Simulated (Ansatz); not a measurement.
# How Rb2CdSe2O6 absorbs and reflects light, part 2 of 2

What colour and refractive index does Rb2CdSe2O6 have at this level of theory?

Ansatz 0.2.0; DFT, PBE, plane-wave PAW, default files, scalar-relativistic, independent-particle optical response without local fields.

So far, electronic dielectric constant ε∞, mean over x, y and z (by symmetry where fewer were run): step 3 (spectrum) 3.60.

**4. Static response with local fields**

Perturbation theory gives the static response with local fields and the functional's kernel, and it needs no empty bands.

This step: DFT, PBE, plane-wave PAW, default files, scalar-relativistic, static field response by perturbation theory with local fields (Ansatz 0.2.0).

Input file input.yaml:

```yaml
crystal:
  lattice:
    - [2.87515, 1.6599686265, 6.5561666667]
    - [-2.87515, 1.6599686265, 6.5561666667]
    - [0.0, -3.3199372529, 6.5561666667]
  atoms:
    - { symbol: Cd, position: [0.0, 0.0, 0.0] }
    - { symbol: Rb, position: [0.1962333333, 0.1962333333, 0.1962333333] }
    - { symbol: Rb, position: [0.8037666667, 0.8037666667, 0.8037666667] }
    - { symbol: Se, position: [0.3730833333, 0.3730833333, 0.3730833333] }
    - { symbol: Se, position: [0.6269166667, 0.6269166667, 0.6269166667] }
    - { symbol: O, position: [0.25559, 0.25559, 0.71679] }
    - { symbol: O, position: [0.71679, 0.25559, 0.25559] }
    - { symbol: O, position: [0.25559, 0.71679, 0.25559] }
    - { symbol: O, position: [0.28321, 0.74441, 0.74441] }
    - { symbol: O, position: [0.74441, 0.74441, 0.28321] }
    - { symbol: O, position: [0.74441, 0.28321, 0.74441] }
kpoints:
  mp_grid: { grid: [5, 5, 5] }
scf:
  occupations: { method: fixed }
hamiltonian:
  xc: pbe
  pseudopotentials: { kind: paw }
dielectric: {}
```

On the command line:

```bash
$ ansatz run input.yaml --threads 4 --pin off --max-ram 8192MiB --backend cpu --events-out ev --progress --plain --runs-dir out
```

Numbers of over 12 decimals in the logs are rounded to 6 here.

What it wrote:

```text
[...]
Crystal: 11 atoms, lattice volume = 187.742 Å³
Basis set: ecut = 420 eV, 3717 PW (Γ), exchange–correlation on 100×100×100 points (8 copies of the dense FFT grid, shifted against one another)
Bands: 64, of which v1, the nominal top of the filled ones, is band 53 counted from 1 (52 counted from 0)
Symmetry: 12 space group operations
k-points: 39 of 125 (irreducible under 2 space group operations, time reversal used)
[...]
SCF iter   1: F=—  HF=-29130.883222 eV  |F-HF|=—  |Δ(HF+E_count)|=         —  Δρ=1.26e-3  dr2=7.95e-4  ethr=1.77e-3  ⟨swp⟩=4.8  Hψ=9078  notcnv=0  defer=341
[...]
SCF iter   9: F=-29130.887694 eV  HF=-29130.887694 eV  |F-HF|=2.18e-11  |Δ(HF+E_count)|=  3.64e-12  Δρ=2.65e-7  dr2=8.20e-11  ethr=1.00e-12  ⟨swp⟩=9.4  Hψ=11189  notcnv=0
SCF 1 converged in 9 iterations: F = -29130.887694 eV  dr2 = 8.20e-11
[...]
DFPT response loops at Γ: preconditioner auto → Resta (q_TF=auto, 2.480 Å⁻¹)  ε∞=3.9 (no band partly filled); β = 1.00, the filter's whole step (`scf.mixing.beta` (0.50) is not read by the response loops at its default; to damp them type it under 1.00, their step now; it binds the ground state too); Broyden in place of MSR1
SCF converged after 9 iterations
Free energy (F): -29130.887694 eV
[...]
Internal energy: -29130.887694 eV  (E = F + TS)
E sigma→0 (E₀):  -29130.887694 eV
Fermi energy:    5.815213 eV
[...]
--- Band table (eV; the first three rows and the last of 39) ---
  k-point 0: bands = [... 49 lower, 5.4815, 5.4957, 5.4957, 5.5667, 9.6862, 10.7478, 10.7478, 11.4186, ... 7 higher]
  k-point 1: bands = [... 49 lower, 5.3200, 5.4004, 5.5225, 5.6458, 10.0778, 10.7062, 10.7387, 11.8057, ... 7 higher]
  k-point 2: bands = [... 49 lower, 5.2384, 5.4912, 5.5370, 5.7715, 10.4371, 10.7309, 11.3966, 12.1497, ... 7 higher]
  k-point 38: bands = [... 49 lower, 5.3966, 5.4828, 5.5024, 5.7261, 10.3272, 10.8708, 10.8866, 11.3063, ... 7 higher]
--- Dielectric response (ions clamped): 2 representative field directions + reference, on 39 of 125 k-points (Σ response iterations 21) ---
  k mesh reduced under 2 symmetry operations, with k and −k counted as one. Each operation leaves every solved perturbation unchanged. A smaller set is not considered because the run solves the response to a homogeneous field
  ε∞ (high-frequency dielectric tensor):
        3.391321     0.000000     0.000000
        0.000000     3.391321    -0.000000
       -0.000000    -0.000000     2.772286
  Born effective charges Z* (e; rows j = field, columns β = displacement):
    site 0:
         2.91073   -0.00000    0.00000
         0.00000    2.91073   -0.00000
         0.00000   -0.00000    1.84116
    site 1:
         1.26412   -0.00000   -0.00000
         0.00000    1.26412    0.00000
         0.00000    0.00000    1.46088
    site 2:
         1.26412   -0.00000   -0.00000
         0.00000    1.26412    0.00000
         0.00000    0.00000    1.46088
    site 3:
         3.08941   -0.00000    0.00000
         0.00000    3.08941   -0.00000
         0.00000   -0.00000    0.92978
    site 4:
         3.08941   -0.00000    0.00000
         0.00000    3.08941   -0.00000
         0.00000   -0.00000    0.92978
    site 5:
        -1.10001   -0.00000    0.00000
         0.00000   -2.77259    0.62399
         0.00000    0.06471   -1.10375
    site 6:
        -2.35445   -0.72425   -0.54039
        -0.72425   -1.51816   -0.31200
        -0.05604   -0.03235   -1.10375
    site 7:
        -2.35445    0.72425    0.54039
         0.72425   -1.51816   -0.31200
         0.05604   -0.03235   -1.10375
    site 8:
        -2.35445   -0.72425   -0.54039
        -0.72425   -1.51816   -0.31200
        -0.05604   -0.03235   -1.10375
    site 9:
        -1.10001   -0.00000    0.00000
         0.00000   -2.77259    0.62399
         0.00000    0.06471   -1.10375
    site 10:
        -2.35445    0.72425    0.54039
         0.72425   -1.51816   -0.31200
         0.05604   -0.03235   -1.10375
  Z* charge neutrality: 3.018e-6 e pre-enforcement
  k-mesh period / interband length: 28.8 Å / 1.34 Å = 21.39 at k = (0.0000, 0.0000, 0.0000), direct gap 4.120 eV — 14 or more, which is no proof of convergence
```

It took 62 s on 4 threads of Intel Xeon 6975P-C (Granite Rapids), shared host; peak memory 2.1 GiB; 4 min of CPU time.

Numbers from this step:

- electronic dielectric constant ε∞, mean over x, y and z (by symmetry where fewer were run): 3.185

ε∞ with local fields:

```
3.39 0.00 0.00
0.00 3.39 0.00
0.00 0.00 2.77
```

Diagonal elements. Born, by row:

```csv
atom,Z*xx (e),Z*yy (e),Z*zz (e)
Cd1,2.911,2.911,1.841
Rb2,1.264,1.264,1.461
Rb3,1.264,1.264,1.461
Se4,3.089,3.089,0.93
Se5,3.089,3.089,0.93
O6,-1.1,-2.773,-1.104
O7,-2.354,-1.518,-1.104
O8,-2.354,-1.518,-1.104
O9,-2.354,-1.518,-1.104
O10,-1.1,-2.773,-1.104
O11,-2.354,-1.518,-1.104
```

The principal values of the ε∞ with local fields are 2.77, 3.39 and 3.39.

**5. What came out**

| Quantity | Value |
| --- | --- |
| gap on the path | 3.86 eV |
| least direct gap on the path | 4.12 eV |
| electronic dielectric constant ε∞, mean over x, y and z (by symmetry where fewer were run) (independent particles) | 3.60 |
| absorption onset, first axis (α over 10⁴ cm⁻¹, or the direct gap if that lies higher) | 4.30 eV |
| main peak of Im epsilon, first axis | 5.20 eV |
| electronic dielectric constant ε∞, mean over x, y and z (by symmetry where fewer were run) (static response with local fields) | 3.18 |

**Reading.** At this level (PBE, independent particles) Rb2CdSe2O6 has a mean ε∞ = 3.60 (3.18 with local fields) and n = 1.96 at 1550 nm (E ∥ x); absorption sets in near 4.3 eV, and Im ε peaks at 5.2 eV (E ∥ x). The gap is indirect (3.86 eV), so absorption without phonons can begin only at the direct gap of 4.12 eV. The absorption coefficient passes 10⁴ cm⁻¹ at 4.30 eV, in the ultraviolet, so the visible is passed. Distinct maxima of Im ε, read by a parabola through the highest points, lie at 5.20 eV (5.3), 6.69 eV (4.0), 7.25 eV (4.9) and 8.85 eV (3.6) for E ∥ x or y. The static values by axis are 3.79 (xy), 3.20 (z). The f-sum over the summed bands holds 49.1 of the cell's 106 electrons outside the frozen cores, 44 of which lie in bands more than 12 eV below the Fermi level, whose transitions come at higher energies. Up to 14 eV the strength has a mean oscillator energy of 8.2 eV, and these transitions give 74 % of ε∞ − 1 along x; the rest comes from higher ones. Through 1 µm of it, D65 light comes out colourless (x = 0.314, y = 0.330; 81 % transmitted). At 1064 nm the birefringence n(z) − n(x) is -0.165: the crystal is uniaxial negative at this level. In the base spectrum excitons and phonon-assisted transitions are missing, and so are local fields; PBE gaps are as a rule too small, which pulls the onset down and ε∞ up. In the base run ε includes the program's bounded estimate of what the bands above those summed add.

[Logs are printed without paths, hosts, clocks, repeated set-up lines and the standing remarks that a program may print on its own settings, such as how far it seeks lower states.]

[Hosts, paths, dates, database ids (printed as entryN), source tags and the programs' standing remarks are cut or masked in the printed files.]
